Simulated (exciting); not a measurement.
**Core excitons at the Se K edge of ZnSe (Stilleite)**

How far do the exchange and direct terms reshape the Se K edge of ZnSe (Stilleite)?

Method: X-ray absorption, core-level Bethe-Salpeter equation, exchange and statically screened direct term, Tamm-Dancoff, all-electron LAPW+lo PBE, in exciting sodium.

Report form: the programs' logs are mostly left out.

## (1) The structure

Symmetry: F-43m, No. 216, cubic system. The conventional cell has a = 5.668 Å, b = 5.668 Å, c = 5.668 Å, α = 90.00°, β = 90.00°, γ = 90.00°. Nearest to Se lie 4 Zn at 2.45 Å. Nearest to Zn lie 4 Se at 2.45 Å. Farther neighbours and most contacts between anions are not listed.

Structure file:

```xyz
2
Lattice="0.0000 2.8338 2.8338 2.8338 0.0000 2.8338 2.8338 2.8338 0.0000" Properties=species:S:1:pos:R:3 pbc="T T T"
Se    4.2507    4.2507    4.2507
Zn    0.0000    0.0000    0.0000
```

Differences between curves are given as r.m.s. difference over r.m.s. height.

## (2) Ground state

The species files are the program's own, with muffin-tin radii set in the input.

input.xml reads:

```
<input>
  <title>ZnSe</title>
  <structure speciespath="." autormt="false" epslat="1.0e-5">
    <crystal>
      <basevect>0.0000000000 5.3551058910 5.3551058910</basevect>
      <basevect>5.3551058910 0.0000000000 5.3551058910</basevect>
      <basevect>5.3551058910 5.3551058910 0.0000000000</basevect>
    </crystal>
    <species speciesfile="Se.xml" rmt="2.259">
      <atom coord="0.7500000000 0.7500000000 0.7500000000"/>
    </species>
    <species speciesfile="Zn.xml" rmt="2.240">
      <atom coord="0.0000000000 0.0000000000 0.0000000000"/>
    </species>
  </structure>
  <groundstate do="fromscratch" xctype="GGA_PBE" ngridk="4 4 4" rgkmax="7" gmaxvr="14" nempty="8" swidth="0.001" maxscl="100" epsengy="1e-5"/>
</input>
```

Run with:

```console
$ OMP_NUM_THREADS=1 mpirun -n 2 exciting
```

It took 18 s on 2 MPI ranks of Arm Neoverse V1, shared host.

The mesh shows a gap of 1.26 eV. Core levels (Dirac, from the valence top):

```csv
atom,level,energy (eV)
Se,2s1/2,-1600.1
Se,2p1/2,-1434.8
Se,2p3/2,-1393.0
Se,3s1/2,-207.1
Se,3p1/2,-150.6
Se,3p3/2,-144.7
Zn,2s1/2,-1154.0
Zn,2p1/2,-1015.8
Zn,2p3/2,-991.9
Zn,3s1/2,-125.2
```

## (3) A richer basis for the empty states

Each species file gets more local orbitals, built from u and its energy derivative at 0.15 Ha and u at 0.9 Ha.

input.xml is that of step 2.

SPECIES.xml, added lines reads:

```
<lo l="L">  <!-- L = 0, 1, 2 -->
  <wf matchingOrder="0" trialEnergy="0.1500" searchE="false"/>
  <wf matchingOrder="1" trialEnergy="0.1500" searchE="false"/>
  <wf matchingOrder="0" trialEnergy="0.9000" searchE="false"/>
</lo>
```

Run with:

```console
$ OMP_NUM_THREADS=1 mpirun -n 2 exciting
```

The job ended after 16 s (2 MPI ranks).

Against the first ground state the total energy moves by -9 meV an atom and the gap by 0.00 eV.

## (4) Screening, kernels and BSE for Se atom 1

The absorber has 4 Zn at 2.45 Å (tetrahedral, site symmetry -43m).

Changes to input.xml since step 3:

```diff
@@ -15,3 +15,20 @@
   </structure>
-  <groundstate do="fromscratch" xctype="GGA_PBE" ngridk="4 4 4" rgkmax="7" gmaxvr="14" nempty="8" swidth="0.001" maxscl="100" epsengy="1e-5"/>
+  <groundstate do="skip" xctype="GGA_PBE" ngridk="4 4 4" rgkmax="7" gmaxvr="14" nempty="8" swidth="0.001" maxscl="100" epsengy="1e-5"/>
+  <xs xstype="BSE" ngridk="5 5 5" ngridq="5 5 5" vkloff="0.097 0.273 0.493" rgkmax="7" nempty="22" gqmax="3" lmaxapwwf="5" lmaxemat="2" broad="0.04300" tevout="true">
+    <energywindow intv="458.776 460.393" points="439"/>
+    <screening screentype="full" nempty="40"/>
+    <BSE xas="true" xasspecies="1" xasatom="1" xasedge="K" bsetype="singlet" nstlxas="1 18"/>
+    <qpointset>
+      <qpoint>0 0 0</qpoint>
+    </qpointset>
+    <plan>
+      <doonly task="xsgeneigvec"/>
+      <doonly task="writepmatxs"/>
+      <doonly task="scrgeneigvec"/>
+      <doonly task="scrwritepmat"/>
+      <doonly task="screen"/>
+      <doonly task="scrcoulint"/>
+      <doonly task="exccoulint"/>
+    </plan>
+  </xs>
 </input>
```

input.xml for the last start (plan only) reads:

```
  <plan>
    <doonly task="bse"/>
  </plan>
```

Run with:

```console
$ OMP_NUM_THREADS=1 mpirun -n 2 exciting
$ OMP_NUM_THREADS=2 exciting
```

Wall time 29 min (2 MPI ranks).

Wall time by task: xsgeneigvec 5.7 s, writepmatxs 17 s, scrgeneigvec 4.2 s, scrwritepmat 2.4 s, screen 4.1 min, scrcoulint 11 min, exccoulint 13 min, bse 85 s.

The Se K spectrum of Se atom 1 (energy from the Kohn–Sham onset, core level to the lowest empty state found on the meshes used, 12495.93 eV; the ground-state mesh sets it, and the shifted mesh has its lowest transition 0.69 eV above it; Im ε scaled to the maximum of the singlet run; cut below the end of the band set):

```csv
E (eV),Im ε
-8.5,0.03
-8.0,0.03
-7.5,0.03
-7.0,0.03
-6.5,0.04
-6.0,0.04
-5.5,0.05
-5.0,0.05
-4.5,0.06
-4.0,0.07
-3.5,0.08
-3.0,0.09
-2.5,0.11
-2.0,0.14
-1.5,0.17
-1.0,0.22
-0.5,0.30
0.0,0.43
0.5,0.61
1.0,0.82
1.5,0.97
2.0,0.99
2.5,0.95
3.0,0.91
3.5,0.90
4.0,0.89
4.5,0.87
5.0,0.84
5.5,0.82
6.0,0.78
6.5,0.74
7.0,0.70
7.5,0.65
8.0,0.62
8.5,0.58
9.0,0.54
9.5,0.47
10.0,0.41
10.5,0.38
11.0,0.38
11.5,0.39
12.0,0.40
12.5,0.42
13.0,0.44
13.5,0.45
14.0,0.45
14.5,0.45
15.0,0.45
15.5,0.45
16.0,0.45
16.5,0.45
17.0,0.44
17.5,0.41
18.0,0.39
18.5,0.37
19.0,0.35
19.5,0.34
20.0,0.34
```

Maxima (height): 1.8 eV (1.00) and 16.1 eV (0.45).

The Hamiltonian has 4500 rows. The lowest groups of eigenvalues and the brightest ones, on the scale above (the program counts from the shifted mesh's onset, 0.69 eV higher). Core spinors bring spin-forbidden partners, so dark means forbidden by spin or by symmetry, and the shifted mesh splits states that symmetry would keep together:

```csv
energy (eV),states within 10 meV,relative strength
0.296,2,0.12
0.676,2,0.14
0.908,2,0.41
1.051,2,0.69
1.130,2,0.64
1.197,2,1.00
1.241,2,0.72
1.704,2,0.62
3.549,4,0.88
3.680,2,0.74
```

## (5) Independent particles

Changes to input.xml since step 4:

```diff
@@ -19,3 +19,3 @@
     <screening screentype="full" nempty="40"/>
-    <BSE xas="true" xasspecies="1" xasatom="1" xasedge="K" bsetype="singlet" nstlxas="1 18"/>
+    <BSE xas="true" xasspecies="1" xasatom="1" xasedge="K" bsetype="IP" nstlxas="1 18"/>
     <qpointset>
@@ -24,9 +24,3 @@
     <plan>
-      <doonly task="xsgeneigvec"/>
-      <doonly task="writepmatxs"/>
-      <doonly task="scrgeneigvec"/>
-      <doonly task="scrwritepmat"/>
-      <doonly task="screen"/>
-      <doonly task="scrcoulint"/>
-      <doonly task="exccoulint"/>
+      <doonly task="bse"/>
     </plan>
```

Run with:

```console
$ OMP_NUM_THREADS=2 exciting
```

Run time: 3 s. Hardware: 2 threads.

Maxima (height): 6.8 eV (0.75) and 17.4 eV (0.55). Against the singlet run the r.m.s. difference is 37 %. Moving the earlier curve by +2.3 eV leaves 19 %. The highest maximum lies at 6.8 eV (0.75), against 1.8 eV (1.00).

## (6) Exchange alone

Changes to input.xml since step 5:

```diff
@@ -19,3 +19,3 @@
     <screening screentype="full" nempty="40"/>
-    <BSE xas="true" xasspecies="1" xasatom="1" xasedge="K" bsetype="IP" nstlxas="1 18"/>
+    <BSE xas="true" xasspecies="1" xasatom="1" xasedge="K" bsetype="RPA" nstlxas="1 18"/>
     <qpointset>
```

Run with:

```console
$ OMP_NUM_THREADS=2 exciting
```

Elapsed: 82 s, on 2 threads.

Maxima (height): 6.8 eV (0.75) and 17.4 eV (0.55). The spectrum is that of the independent-particle run within 1 %.

## (7) The levels of theory side by side

```csv
level,curve passes 0.15 (eV),highest maximum (eV),its height
IP,0.2,6.8,0.75
RPA,0.2,6.8,0.75
singlet,-1.7,1.8,1.00
```

```csv
E (eV),IP,RPA,singlet
-8.0,0.02,0.02,0.03
-7.0,0.02,0.02,0.03
-6.0,0.03,0.03,0.04
-5.0,0.03,0.03,0.05
-4.0,0.04,0.04,0.07
-3.0,0.05,0.05,0.09
-2.0,0.06,0.06,0.14
-1.0,0.09,0.09,0.22
0.0,0.14,0.14,0.43
1.0,0.24,0.24,0.82
2.0,0.43,0.43,0.99
3.0,0.59,0.59,0.91
4.0,0.65,0.65,0.89
5.0,0.71,0.71,0.84
6.0,0.75,0.75,0.78
7.0,0.75,0.75,0.70
8.0,0.72,0.72,0.62
9.0,0.71,0.71,0.54
10.0,0.60,0.60,0.41
11.0,0.47,0.47,0.38
12.0,0.44,0.44,0.40
13.0,0.46,0.46,0.44
14.0,0.49,0.49,0.45
15.0,0.49,0.49,0.45
16.0,0.51,0.51,0.45
17.0,0.55,0.55,0.44
18.0,0.53,0.53,0.39
19.0,0.49,0.49,0.35
20.0,0.46,0.46,0.34
```

## (8) Outcome

```yaml
absorber_and_edge: Se K, atom 1
surroundings: 4 Zn at 2.45 Å (tetrahedral, site symmetry -43m)
first_bright_state: 0.30 eV from the Kohn–Sham onset, on this mesh
highest_maximum: 1.8 eV
cost_of_the_bse_run: 29 min on 2 MPI ranks of Arm Neoverse V1, shared host; the last task ran on as many threads
```

In words: Is a core exciton bound? Undecided on this mesh: the first bright state (over 5 % of the brightest) lies at 0.30 eV from the Kohn–Sham onset and at -0.39 eV from the lowest bare transition of its own mesh. Exchange alone changes the independent-particle spectrum by 0.0 % r.m.s. A mesh of 125 points doesn't converge binding energies. Exchange and the short-range direct term aren't converged in the kernel cutoff. The zero comes from the unshifted 4×4×4 ground-state mesh; it is exact only where the band minimum lies on that mesh. The Kohn–Sham onset, 12496 eV, is no photon energy (tabulated edge of the element: 12658 eV): the scale needs a rigid shift. No quasiparticle correction widens the gap or stretches the bands. Vibrations and energy-dependent lifetimes are left out. The structure is a published determination, not relaxed.

[Logs are printed without paths, hosts, clocks, repeated set-up lines and the standing remarks that a program may print on its own settings, such as how far it seeks lower states.]

[Hosts, paths, dates, database ids (printed as entryN), source tags and the programs' standing remarks are cut or masked in the printed files.]
